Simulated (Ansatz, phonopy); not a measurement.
# SrBe (hypothetical, Pm-3m): thermal expansion from first principles, part 2 of 4

Aim: the lattice, expansion, heat capacity and bulk modulus of SrBe (hypothetical) as it warms. The compound is hypothetical: it was made by swapping elements on a known structure type.

Ansatz 0.2.0; DFT PBEsol, scalar-relativistic, plane waves, PAW.

So far. Step 2 (A first coarse run): The start is under 0.24 GPa at this level and looks like a metal on this mesh. Step 4 (Relaxing to small residual forces and stress): The residual pressure is 0.0088 GPa, small enough for phonons.

## 5. An input with a fault

This input was changed on purpose, to see how the program answers.

The cell differs from the one that the last finished run ended in (a 3.698 → 4.067 Å, b 3.698 → 4.067 Å, c 3.698 → 4.067 Å).

File input.yaml:

```yaml
crystal:
  lattice:
    - [4.0674840547, 0.0, 0.0]
    - [0.0, 4.0674840547, 0.0]
    - [0.0, 0.0, 4.0674840547]
  atoms:
    - { symbol: Sr, position: [0.5, 0.5, 0.5] }
    - { symbol: Be, position: [0.0, 0.0, 0.0] }
kpoints:
  mp_grid: { grid: [12, 12, 12] }
hamiltonian:
  xc: pbesol
scf:
  occupations: { method: methfessel_paxton, width: 0.2 }
  max_iter: 80
output:
  eigenvalues: true
phonons:
  method: dfpt
  qmesh: [2, 2, 2]
  thermal_expansion: {}
```

Launch:

```bash
ansatz run input.yaml --threads 4 --pin off --max-ram 8192MiB --backend cpu --events-out ev --progress --plain --runs-dir out
```

Numbers of over 12 decimals in the logs are rounded to 6 here.

What it wrote:

```text
The last accepted step is kept in <dir> (removed where the run ends without a failure and the disk answers)
Engine: ansatz 0.2.0, aarch64-unknown-linux-gnu
Pseudopotentials: kind: paw
Pseudopotential: Sr, paw, valence charge 10, recommended cutoff 420 eV (normal), Sr.paw.azcp
Pseudopotential: Be, paw, valence charge 2, recommended cutoff 420 eV (normal), Be.paw.azcp
Functional definition: PBEsol
  exchange = pbesol_x
  correlation = pbesol_c
Crystal: 2 atoms, lattice volume = 67.294 Å³
Basis set: ecut = 487.2 eV, 1647 PW (Γ), exchange–correlation on 60×60×60 points (8 copies of the dense FFT grid, shifted against one another)
Bands: 10, of which v1, the nominal top of the filled ones, is band 6 counted from 1 (5 counted from 0)
Symmetry: 48 space group operations
Space group: Pm-3m (ITA 221), of the structure as read, at distance tolerance 4.1e-5 Å
k-points: 84 of 1728
Non-local potential: Sr, projectors of the file, l = 0: 3, l = 1: 2, l = 2: 2
Non-local potential: Be, projectors of the file, l = 0: 2, l = 1: 2, l = 2: 1
PAW form: soft (Blöchl's): semilocal exchange-correlation on the pseudo side does not see the compensation charge
PAW frozen core: Sr, regenerated for the run's functional, and the local potential with it (the file was generated under x = pbe(κ = 0.804, μ = 0.219515), c = pbe(β = 0.066725))
PAW frozen core: Be, regenerated for the run's functional, and the local potential with it (the file was generated under x = pbe(κ = 0.804, μ = 0.219515), c = pbe(β = 0.066725))
PAW one-centre angular grid: Sr, 110 points (default); XC on 64 Gauss nodes
PAW one-centre angular grid: Be, 110 points (default); XC on 64 Gauss nodes
Initial density: superposition of atomic densities (neutral atoms: chi_scale 0, normalization atom), corrected by the library's trained network
Initial wavefunctions: pseudopotential atomic-orbital guess
Functional: x = pbesol(κ = 0.804, μ = 0.123457), c = pbesol(β = 0.046)
SCF iter   1: F=—  HF=-3581.144750 eV  |F-HF|=—  |Δ(HF+E_count)|=         —  Δρ=1.90e-3  dr2=4.17e-3  ethr=1.77e-3  ⟨swp⟩=6.8  Hψ=6777  notcnv=0
preconditioner: auto → none  [metal: Δε(μ)=0.015 eV  Ē_g=4.000 eV  σ=0.200 eV  W_gap=0.06  n_scr=6 (ndim 8)  ℏωp=9.1 eV  f_vac=0.000  D(μ)=2.03/eV (n_scr^D=18)  sad-step TF]
SCF iter   2: F=—  HF=-3581.144793 eV  |F-HF|=—  |Δ(HF+E_count)|=   4.29e-5  S|Δr|=    0.00e0  Δρ=1.14e-3  dr2=1.87e-3  ethr=3.47e-5  ⟨swp⟩=2.1  Hψ=1780  notcnv=0
SCF iter   3: F=—  HF=-3581.144491 eV  |F-HF|=—  |Δ(HF+E_count)|=   3.02e-4  S|Δr|=    0.00e0  Δρ=2.04e-4  dr2=4.13e-5  ethr=1.55e-5  ⟨swp⟩=2.0  Hψ=1018  notcnv=0
SCF iter   4: F=—  HF=-3581.144403 eV  |F-HF|=—  |Δ(HF+E_count)|=   8.85e-5  S|Δr|=    0.00e0  Δρ=6.27e-5  dr2=7.67e-7  ethr=3.44e-7  ⟨swp⟩=2.4  Hψ=1161  notcnv=0
[...]
Σ components = -3581.144408   (vs F -3581.144408, Δ=0.00e0)
--- Forces (eV/Å), atoms counted from 1 ---
  atom   1  Sr     0.00000000    -0.00000000     0.00000000
  atom   2  Be    -0.00000000     0.00000000    -0.00000000
  max |Σ_I F_I| component: 8.67e-30 eV/Å
--- Stress (GPa, compression-positive) ---
       -5.196841       0.000000       0.000000
        0.000000      -5.196841       0.000000
        0.000000       0.000000      -5.196841
  P = ⅓ Tr σ = -5.1968 GPa (-51.968 kbar)
--- Band table (eV; the first three rows and the last of 84) ---
  k-point 0: bands = ["-31.4250", "-13.3541", "-13.3541", "-13.3541", "-0.3551", "5.7081", "5.7081", "7.1116", "7.1116", "7.1116"]
  k-point 1: bands = ["-31.4244", "-13.3665", "-13.3530", "-13.3530", "-0.2853", "5.5048", "5.7460", "7.0391", "7.0391", "7.1768"]
  k-point 2: bands = ["-31.4227", "-13.4001", "-13.3499", "-13.3499", "-0.0799", "4.9514", "5.8551", "6.8579", "6.8579", "7.4608"]
  k-point 83: bands = ["-31.3977", "-13.4859", "-13.4859", "-13.4859", "3.7175", "3.7175", "3.7175", "3.9517", "8.5552", "8.5552"]
── thermal expansion: 3 new cells, 3 in all ──
thermal expansion: relaxation of cell 2
thermal expansion: relaxation of cell 3
── thermal expansion: 3 new cells, 6 in all ──
thermal expansion: relaxation of cell 4
thermal expansion: relaxation of cell 5
thermal expansion: relaxation of cell 6
── thermal expansion: 3 new cells, 9 in all ──
thermal expansion: relaxation of cell 7
thermal expansion: relaxation of cell 8
thermal expansion: relaxation of cell 9
── thermal expansion: 3 new cells, 12 in all ──
[...]
── thermal expansion: 3 new cells, 15 in all ──
[...]
── thermal expansion: 2 new cells, 17 in all ──
[...]
thermal expansion: lower-state search of cell 16
thermal expansion: electrons of cell 16
thermal expansion: phonons of cell 16
[...]
thermal expansion: electrons of cell 13
thermal expansion: electrons of cell 14
thermal expansion: electrons of cell 15
thermal expansion: electrons of cell 17
thermal expansion: phonons of cell 17
── thermal expansion: 7 new cells, 24 in all ──
[...]
thermal expansion: relaxation of cell 21
thermal expansion: relaxation of cell 22
thermal expansion: relaxation of cell 23
thermal expansion: relaxation of cell 24
thermal expansion: electrons of cell 18
thermal expansion: electrons of cell 19
thermal expansion: electrons of cell 20
thermal expansion: electrons of cell 21
thermal expansion: electrons of cell 22
thermal expansion: electrons of cell 23
thermal expansion: electrons of cell 24
thermal expansion: phonons of cell 18
thermal expansion: phonons of cell 19
this run last wrote the structure of step 1 to <dir>
--- Relaxed structure (1 steps of the walk, 1 accepted, 0 SCFs on fresh bases) ---
  F+E_penalty+E_count = -3581.14440785 eV   max|allowed force component| = 4.606e-30 eV/Å
  atoms:
    - { symbol: Sr, position: [0.5, 0.5, 0.5] }
    - { symbol: Be, position: [0.0, 0.0, 0.0] }
--- Thermal expansion: 24 cells in 7 rounds, 0 GPa ---
  no lower state was reached at cell 16; its state was not examined: fill_not_monotonic
  not told: in the phonons of cell 19: cancelled by the caller ahead of an NSCF pass
Error: SIGTERM received: cancelled by the caller ahead of an NSCF pass
[key lines of the parts left out:]
SCF converged after 7 iterations
Free energy (F): -3581.144408 eV
Fermi energy:    4.305959 eV
```

Wall time 3.5 min (4 threads of Arm Neoverse V2, shared host); peak memory 0.9 GiB; 13 min of CPU time.

The run was cut off at the time limit after its SCF cycle had converged; no result of it is taken.

The program's message: “cancelled by the caller ahead of an NSCF pass”

The fault put into the input: a lattice 10 % too large as the start.

## 6. The quasi-harmonic study, q-mesh 2×2×2

Thermal expansion follows from how the free energy of the vibrations (and of the electrons in a metal) changes with strain, so the program makes strained cells, their phonons and a fit in one run.

File input.yaml:

```yaml
crystal:
  lattice:
    - [3.697712777, 0.0, 0.0]
    - [0.0, 3.697712777, 0.0]
    - [0.0, 0.0, 3.697712777]
  atoms:
    - { symbol: Sr, position: [0.5, 0.5, 0.5] }
    - { symbol: Be, position: [0.0, 0.0, 0.0] }
kpoints:
  mp_grid: { grid: [12, 12, 12] }
hamiltonian:
  xc: pbesol
scf:
  occupations: { method: methfessel_paxton, width: 0.2 }
output:
  eigenvalues: true
phonons:
  method: dfpt
  qmesh: [2, 2, 2]
  temperatures: { t_max: 900.0, t_step: 50 }
  thermal_expansion: {}
```

What it wrote:

```text
[...]
Crystal: 2 atoms, lattice volume = 50.559 Å³
Basis set: ecut = 487.2 eV, 1237 PW (Γ), exchange–correlation on 54×54×54 points (8 copies of the dense FFT grid, shifted against one another)
Bands: 10, of which v1, the nominal top of the filled ones, is band 6 counted from 1 (5 counted from 0)
Symmetry: 48 space group operations
[...]
k-points: 84 of 1728
[...]
SCF iter   1: F=—  HF=-3581.484462 eV  |F-HF|=—  |Δ(HF+E_count)|=         —  Δρ=1.79e-3  dr2=1.64e-3  ethr=1.77e-3  ⟨swp⟩=6.3  Hψ=6659  notcnv=0
[...]
SCF iter   8: F=-3581.484534 eV  HF=-3581.484534 eV  |F-HF|=4.55e-12  |Δ(HF+E_count)|=  3.10e-10  S|Δr|=    0.00e0  Δρ=1.38e-7  dr2=6.88e-12  ethr=1.00e-12  ⟨swp⟩=6.3  Hψ=4370  notcnv=0
SCF 1 converged in 8 iterations: F = -3581.484534 eV  dr2 = 6.88e-12
[...]
relax step   1: F+E_penalty+E_count = -3581.48453417 eV  Δ(F+E_penalty+E_count) = +0.000e0 eV  max|allowed force component| = 1.409e-29 eV/Å  Δτ_max = 0.0000 Å  (8 SCF iters, accepted)
SCF converged after 8 iterations
[...]
Free energy (F): -3581.484534 eV
[...]
Internal energy: -3581.488849 eV  (E = F + TS)
E sigma→0 (E₀):  -3581.485613 eV
Entropy (-TS):   0.004315 eV (2.157 meV/atom)
Fermi energy:    6.416166 eV
[...]
--- Stress (GPa, compression-positive) ---
        0.008384       0.000000       0.000000
        0.000000       0.008384       0.000000
        0.000000       0.000000       0.008384
  P = ⅓ Tr σ = 0.0084 GPa (0.084 kbar)
--- Band table (eV; the first three rows and the last of 84) ---
[...]
── thermal expansion: 3 new cells, 3 in all ──
thermal expansion: relaxation of cell 2
thermal expansion: relaxation of cell 3
── thermal expansion: 2 new cells, 5 in all ──
thermal expansion: relaxation of cell 4
thermal expansion: lower-state search of cell 4
thermal expansion: electrons of cell 4
thermal expansion: phonons of cell 4
thermal expansion: relaxation of cell 5
thermal expansion: electrons of cell 1
thermal expansion: electrons of cell 2
thermal expansion: electrons of cell 3
thermal expansion: electrons of cell 5
thermal expansion: phonons of cell 5
── thermal expansion: 6 new cells, 11 in all ──
thermal expansion: relaxation of cell 6
thermal expansion: relaxation of cell 7
thermal expansion: relaxation of cell 8
thermal expansion: relaxation of cell 9
thermal expansion: relaxation of cell 10
thermal expansion: relaxation of cell 11
thermal expansion: electrons of cell 6
thermal expansion: electrons of cell 7
thermal expansion: electrons of cell 8
thermal expansion: electrons of cell 9
thermal expansion: electrons of cell 10
thermal expansion: electrons of cell 11
thermal expansion: phonons of cell 6
thermal expansion: phonons of cell 7
thermal expansion: phonons of cell 8
--- Relaxed structure (1 steps of the walk, 1 accepted, 0 SCFs on fresh bases) ---
  F+E_penalty+E_count = -3581.48453417 eV   max|allowed force component| = 1.409e-29 eV/Å
  atoms:
    - { symbol: Sr, position: [0.5, 0.5, 0.5] }
    - { symbol: Be, position: [0.0, 0.0, 0.0] }
--- Thermal expansion: 11 cells in 3 rounds, 0 GPa ---
  no lower state was reached at cell 4; its state was not examined: fill_not_monotonic
  without vibrations: a 3.69818, b 3.69818, c 3.69818 Å, V 50.5781 Å³, B 31.29 GPa
  at 0 K: a 3.70746, b 3.70746, c 3.70746 Å, V 50.9602 Å³, B 30.42 GPa
  zero-point expansion: a +0.251, b +0.251, c +0.251, V +0.755 %
      T/K        a/Å        b/Å        c/Å       V/Å³ | expansion of a, b, c, V (1e-6/K)   | that of V in the mean from 25 °C | C_P, C_V (J/mol K of the cell) | B_T, B_S (GPa)
     0.00    3.70746    3.70746    3.70746    50.9602 |    0.00    0.00    0.00    0.00 |   35.65 |     0.000     0.000 |    30.42    30.42
   100.00    3.70896    3.70896    3.70896    51.0219 |   10.26   10.26   10.26   30.79 |   47.60 |    33.194    33.107 |    29.96    30.03
   200.00    3.71414    3.71414    3.71414    51.2358 |   16.51   16.51   16.51   49.53 |   53.78 |    45.048    44.610 |    28.95    29.23
   298.15    3.72069    3.72069    3.72069    51.5077 |   19.21   19.21   19.21   57.64 |       - |    48.858    48.002 |    27.86    28.36
   350.00    3.72451    3.72451    3.72451    51.6663 |   20.30   20.30   20.30   60.89 |   59.39 |    50.034    48.933 |    27.27    27.88
   450.00    3.73244    3.73244    3.73244    51.9970 |   22.22   22.22   22.22   66.67 |   62.56 |    51.743    50.108 |    26.09    26.95
   550.00    3.74110    3.74110    3.74110    52.3599 |   24.16   24.16   24.16   72.49 |   65.70 |    53.184    50.916 |    24.89    26.00
   650.00    3.75054    3.75054    3.75054    52.7571 |   26.24   26.24   26.24   78.73 |   68.94 |    54.597    51.569 |    23.65    25.04
   750.00    3.76082    3.76082    3.76082    53.1922 |   28.56   28.56   28.56   85.67 |   72.38 |    56.096    52.150 |    22.38    24.08
   850.00    3.77206    3.77206    3.77206    53.6705 |   31.18   31.18   31.18   93.54 |   76.09 |    57.759    52.692 |    21.08    23.11
   900.00    3.77808    3.77808    3.77808    53.9279 |   32.64   32.64   32.64   97.92 |   78.07 |    58.674    52.953 |    20.41    22.62
  the static fit leaves 0.000 meV an atom of the energies and, of the stresses, 0.000 GPa of each cell's largest along a strain (root mean squares over the cells), whose Pulay part it has at -0.001 GPa
  vibrations' free energy: its fit leaves 0.0007 meV an atom at the most
  the electrons' free energy at temperature is in it; its fit leaves 0.0019 meV an atom at the most
  free energies summed between the sampled wave vectors
  estimated error of the fitted expansion in any direction: up to 7.308e-6/K, at 900 K (an estimate, not a bound: it was exceeded on models of known expansion)
  by sums over the sampled wave vectors an expansion of the volume parts by up to 260.12e-6/K
  by a static energy of one degree less an expansion of the volume parts by up to 0.03e-6/K
  the FFT grids of the static calculations differ: 27 × 27 × 27, 30 × 30 × 30
```

Wall time 4.2 min (4 threads); peak memory 0.9 GiB.

Numbers from this step:

```yaml
pressure: 0.008384 GPa
volume_expansion_coefficient_at_298_k: 57.64 1e-6/K
c_p_at_298_k: 24.43 J/mol-atom/K
entropy_at_298_k: 36.51 J/mol-atom/K
isothermal_bulk_modulus_at_298_k: 27.86 GPa
grueneisen_parameter_at_298_k: 1.038
volume_at_298_k: 25.75 Å³/atom
principal_linear_expansion_coefficients_at_298_k: 19.21, 19.21, 19.21 1e-6/K
```

Strained cells of the study; zero-point energy where phonons were solved; the pressures are stresses at a fixed cutoff and can carry an offset from the finite basis. Expansion cells, by row:

| cell | \|a\| (Å) | \|b\| (Å) | \|c\| (Å) | V (Å³/atom) | E - E_lowest (meV/atom) | pressure, compression positive (GPa) | gap (eV) | zero-point energy (meV/atom) |
| --- | --- | --- | --- | --- | --- | --- | --- | --- |
| 1 | 3.698 | 3.698 | 3.698 | 25.28 | 0 | 0.007 | - | - |
| 2 | 3.727 | 3.727 | 3.727 | 25.89 | 1.359 | -0.708 | - | - |
| 3 | 3.668 | 3.668 | 3.668 | 24.68 | 1.459 | 0.788 | - | - |
| 4 | 3.698 | 3.698 | 3.698 | 25.29 | 0 | -0.006 | - | 29.86 |
| 5 | 3.717 | 3.717 | 3.717 | 25.67 | 0.559 | -0.46 | - | 29.31 |
| 6 | 3.743 | 3.743 | 3.743 | 26.23 | 3.229 | -1.069 | - | 28.5 |
| 7 | 3.766 | 3.766 | 3.766 | 26.71 | 7.17 | -1.546 | - | 27.8 |
| 8 | 3.789 | 3.789 | 3.789 | 27.2 | 12.6 | -1.99 | - | 27.09 |
| 9 | 3.662 | 3.662 | 3.662 | 24.54 | 2.219 | 0.98 | - | - |
| 10 | 3.68 | 3.68 | 3.68 | 24.91 | 0.544 | 0.474 | - | - |
| 11 | 3.819 | 3.819 | 3.819 | 27.86 | 21.88 | -2.524 | - | - |

Quasi-harmonic; a, b, c are the run's own cell vectors. Expansion, by row:

| T (K) | a (Å) | b (Å) | c (Å) | alpha (deg) | beta (deg) | gamma (deg) | cell volume (Å³/cell) | alpha_a (1e-6/K) | alpha_b (1e-6/K) | alpha_c (1e-6/K) | alpha_V (1e-6/K) | C_P (J/mol-atom/K) | C_V (J/mol-atom/K) | S (J/mol-atom/K) | B_T (GPa) | B_S (GPa) | Grueneisen | extrapolation | fit error (1e-6/K) |
| --- | --- | --- | --- | --- | --- | --- | --- | --- | --- | --- | --- | --- | --- | --- | --- | --- | --- | --- | --- |
| 0 | 3.707 | 3.707 | 3.707 | 90 | 90 | 90 | 50.96 | 0 | 0 | 0 | 0 | 0 | 0 | 0 | 30.42 | 30.42 | - | 0 | 0 |
| 50 | 3.708 | 3.708 | 3.708 | 90 | 90 | 90 | 50.97 | 3.58 | 3.58 | 3.58 | 10.73 | 8.693 | 8.69 | 4.592 | 30.32 | 30.33 | 0.574 | 0 | 0.04 |
| 100 | 3.709 | 3.709 | 3.709 | 90 | 90 | 90 | 51.02 | 10.26 | 10.26 | 10.26 | 30.79 | 16.6 | 16.55 | 13.34 | 29.96 | 30.03 | 0.856 | 0 | 0.33 |
| 150 | 3.711 | 3.711 | 3.711 | 90 | 90 | 90 | 51.12 | 14.22 | 14.22 | 14.22 | 42.66 | 20.52 | 20.39 | 20.9 | 29.48 | 29.65 | 0.949 | 0 | 0.59 |
| 200 | 3.714 | 3.714 | 3.714 | 90 | 90 | 90 | 51.24 | 16.51 | 16.51 | 16.51 | 49.53 | 22.52 | 22.3 | 27.11 | 28.95 | 29.23 | 0.992 | 0 | 0.69 |
| 250 | 3.717 | 3.717 | 3.717 | 90 | 90 | 90 | 51.37 | 18.05 | 18.05 | 18.05 | 54.16 | 23.69 | 23.36 | 32.27 | 28.4 | 28.79 | 1.018 | 0 | 0.61 |
| 298.1 | 3.721 | 3.721 | 3.721 | 90 | 90 | 90 | 51.51 | 19.21 | 19.21 | 19.21 | 57.64 | 24.43 | 24 | 36.51 | 27.86 | 28.36 | 1.038 | 0 | 0.4 |
| 300 | 3.721 | 3.721 | 3.721 | 90 | 90 | 90 | 51.51 | 19.25 | 19.25 | 19.25 | 57.76 | 24.45 | 24.02 | 36.66 | 27.84 | 28.34 | 1.038 | 0 | 0.39 |
| 350 | 3.725 | 3.725 | 3.725 | 90 | 90 | 90 | 51.67 | 20.3 | 20.3 | 20.3 | 60.89 | 25.02 | 24.47 | 40.48 | 27.27 | 27.88 | 1.056 | 0 | 0.05 |
| 400 | 3.728 | 3.728 | 3.728 | 90 | 90 | 90 | 51.83 | 21.27 | 21.27 | 21.27 | 63.82 | 25.47 | 24.8 | 43.85 | 26.69 | 27.42 | 1.072 | 0 | 0.39 |
| 450 | 3.732 | 3.732 | 3.732 | 90 | 90 | 90 | 52 | 22.22 | 22.22 | 22.22 | 66.67 | 25.87 | 25.05 | 46.87 | 26.09 | 26.95 | 1.087 | 0 | 0.82 |
| 500 | 3.737 | 3.737 | 3.737 | 90 | 90 | 90 | 52.17 | 23.18 | 23.18 | 23.18 | 69.55 | 26.24 | 25.27 | 49.62 | 25.49 | 26.47 | 1.102 | 0 | 1.22 |
| 550 | 3.741 | 3.741 | 3.741 | 90 | 90 | 90 | 52.36 | 24.16 | 24.16 | 24.16 | 72.49 | 26.59 | 25.46 | 52.13 | 24.89 | 26 | 1.117 | 0 | 1.54 |
| 600 | 3.746 | 3.746 | 3.746 | 90 | 90 | 90 | 52.55 | 25.18 | 25.18 | 25.18 | 75.54 | 26.94 | 25.63 | 54.46 | 24.27 | 25.52 | 1.132 | 0 | 1.71 |
| 650 | 3.751 | 3.751 | 3.751 | 90 | 90 | 90 | 52.76 | 26.24 | 26.24 | 26.24 | 78.73 | 27.3 | 25.79 | 56.63 | 23.65 | 25.04 | 1.147 | 0 | 1.63 |
| 700 | 3.756 | 3.756 | 3.756 | 90 | 90 | 90 | 52.97 | 27.37 | 27.37 | 27.37 | 82.1 | 27.66 | 25.93 | 58.67 | 23.02 | 24.56 | 1.162 | 0 | 1.19 |
| 750 | 3.761 | 3.761 | 3.761 | 90 | 90 | 90 | 53.19 | 28.56 | 28.56 | 28.56 | 85.67 | 28.05 | 26.07 | 60.59 | 22.38 | 24.08 | 1.178 | 0 | 0.28 |
| 800 | 3.766 | 3.766 | 3.766 | 90 | 90 | 90 | 53.43 | 29.82 | 29.82 | 29.82 | 89.47 | 28.45 | 26.21 | 62.41 | 21.74 | 23.59 | 1.193 | 0 | 1.32 |
| 850 | 3.772 | 3.772 | 3.772 | 90 | 90 | 90 | 53.67 | 31.18 | 31.18 | 31.18 | 93.54 | 28.88 | 26.35 | 64.15 | 21.08 | 23.11 | 1.209 | 0 | 3.75 |
| 900 | 3.778 | 3.778 | 3.778 | 90 | 90 | 90 | 53.93 | 32.64 | 32.64 | 32.64 | 97.92 | 29.34 | 26.48 | 65.81 | 20.41 | 22.62 | 1.226 | 0 | 7.31 |

Table of expansion coefficient by temperature; values in 1e-6/K:

| temperature (K) | volume | principal 1 |
| --- | --- | --- |
| 0 | 0 | 0 |
| 50 | 10.7 | 3.58 |
| 100 | 30.8 | 10.3 |
| 150 | 42.7 | 14.2 |
| 200 | 49.5 | 16.5 |
| 250 | 54.2 | 18.1 |
| 298 | 57.6 | 19.2 |
| 300 | 57.8 | 19.2 |
| 350 | 60.9 | 20.3 |
| 400 | 63.8 | 21.3 |
| 450 | 66.7 | 22.2 |
| 500 | 69.5 | 23.2 |
| 550 | 72.5 | 24.2 |
| 600 | 75.5 | 25.2 |
| 650 | 78.7 | 26.2 |
| 700 | 82.1 | 27.4 |
| 750 | 85.7 | 28.6 |
| 800 | 89.5 | 29.8 |
| 850 | 93.5 | 31.2 |
| 900 | 97.9 | 32.6 |

At 298 K the volume expansion is 57.6 × 10⁻⁶/K and B_T is 27.9 GPa. The q-mesh is coarse, so this is a first estimate. The program raised the cutoff to 487.2 eV by itself: with no cutoff typed, the study takes about 1.16 times the default for its relaxations and scales it with the volume for the phonons.

## 7. Free-energy fit

This step: DFT PBEsol, scalar-relativistic, plane waves, PAW (phonopy 4.10.0).

Numbers from this step:

```yaml
volume_expansion_coefficient_at_300_k: 57.68 1e-6/K
isothermal_bulk_modulus_at_300_k: 27.84 GPa
c_p_at_300_k: 24.53 J/mol-atom/K
grueneisen_parameter_at_300_k: 1.057
```

Energy (each curve on its own zero) against volume; values in meV/atom:

| volume (Å³/atom) | static | F at 0 K | F at 300 K | F at 900 K |
| --- | --- | --- | --- | --- |
| 25.290 | 0 | 1.36 | 3.3 | 9.46 |
| 25.672 | 0.56 | 1.36 | 2.57 | 6.35 |
| 26.228 | 3.23 | 3.21 | 3.27 | 3.38 |
| 26.710 | 7.17 | 6.45 | 5.43 | 2.19 |
| 27.201 | 12.6 | 11.2 | 8.98 | 2.17 |

Phonopy-qha, vinet fit of F(V) at each temperature. Qha vinet, by row:

| T (K) | fitted volume (Å³/atom) | alpha_V (1e-6/K) | B_T (GPa) | C_P (J/mol-atom/K) | Grueneisen |
| --- | --- | --- | --- | --- | --- |
| 100 | 25.51 | 29.36 | 29.95 | 16.47 | 0.8236 |
| 150 | 25.56 | 41.86 | 29.47 | 20.59 | 0.9415 |
| 200 | 25.62 | 49.18 | 28.95 | 22.63 | 0.9982 |
| 250 | 25.68 | 53.99 | 28.4 | 23.78 | 1.032 |
| 300 | 25.76 | 57.68 | 27.84 | 24.53 | 1.057 |
| 350 | 25.83 | 60.85 | 27.26 | 25.08 | 1.079 |
| 400 | 25.91 | 63.8 | 26.68 | 25.53 | 1.1 |
| 450 | 26 | 66.68 | 26.09 | 25.91 | 1.12 |
| 500 | 26.09 | 69.57 | 25.49 | 26.27 | 1.14 |
| 550 | 26.18 | 72.53 | 24.88 | 26.62 | 1.16 |
| 600 | 26.28 | 75.59 | 24.27 | 26.97 | 1.18 |
| 650 | 26.38 | 78.79 | 23.65 | 27.32 | 1.201 |
| 700 | 26.49 | 82.15 | 23.02 | 27.69 | 1.222 |
| 750 | 26.6 | 85.71 | 22.39 | 28.07 | 1.243 |
| 800 | 26.71 | 89.48 | 21.75 | 28.47 | 1.265 |
| 850 | 26.84 | 93.49 | 21.11 | 28.89 | 1.287 |

Table of volume expansion coefficient by temperature; values in 1e-6/K:

| temperature (K) | phonopy-qha, Vinet | Ansatz's own study |
| --- | --- | --- |
| 100 | 29.4 | 30.8 |
| 150 | 41.9 | 42.7 |
| 200 | 49.2 | 49.5 |
| 250 | 54.0 | 54.2 |
| 300 | 57.7 | 57.8 |
| 350 | 60.9 | 60.9 |
| 400 | 63.8 | 63.8 |
| 450 | 66.7 | 66.7 |
| 500 | 69.6 | 69.5 |
| 550 | 72.5 | 72.5 |
| 600 | 75.6 | 75.5 |
| 650 | 78.8 | 78.7 |
| 700 | 82.2 | 82.1 |
| 750 | 85.7 | 85.7 |
| 800 | 89.5 | 89.5 |
| 850 | 93.5 | 93.5 |

The fit gives a volume expansion of 57.7 × 10⁻⁶/K at 300 K, against 57.6 at 298 K from the study itself, whose static fit uses more cells.

[end of part 2 of 4]

[Logs are printed without paths, hosts, clocks, repeated set-up lines and the standing remarks that a program may print on its own settings, such as how far it seeks lower states.]

[Hosts, paths, dates, database ids (printed as entryN), source tags and the programs' standing remarks are cut or masked in the printed files.]

[A step with changed settings may run another functional than the one named; its input shows which.]

[Pressures of single members of a volume series are the stress at the run's cutoff; with an incomplete basis they can lie off −dE/dV of the same runs, and they are not shown converged.]
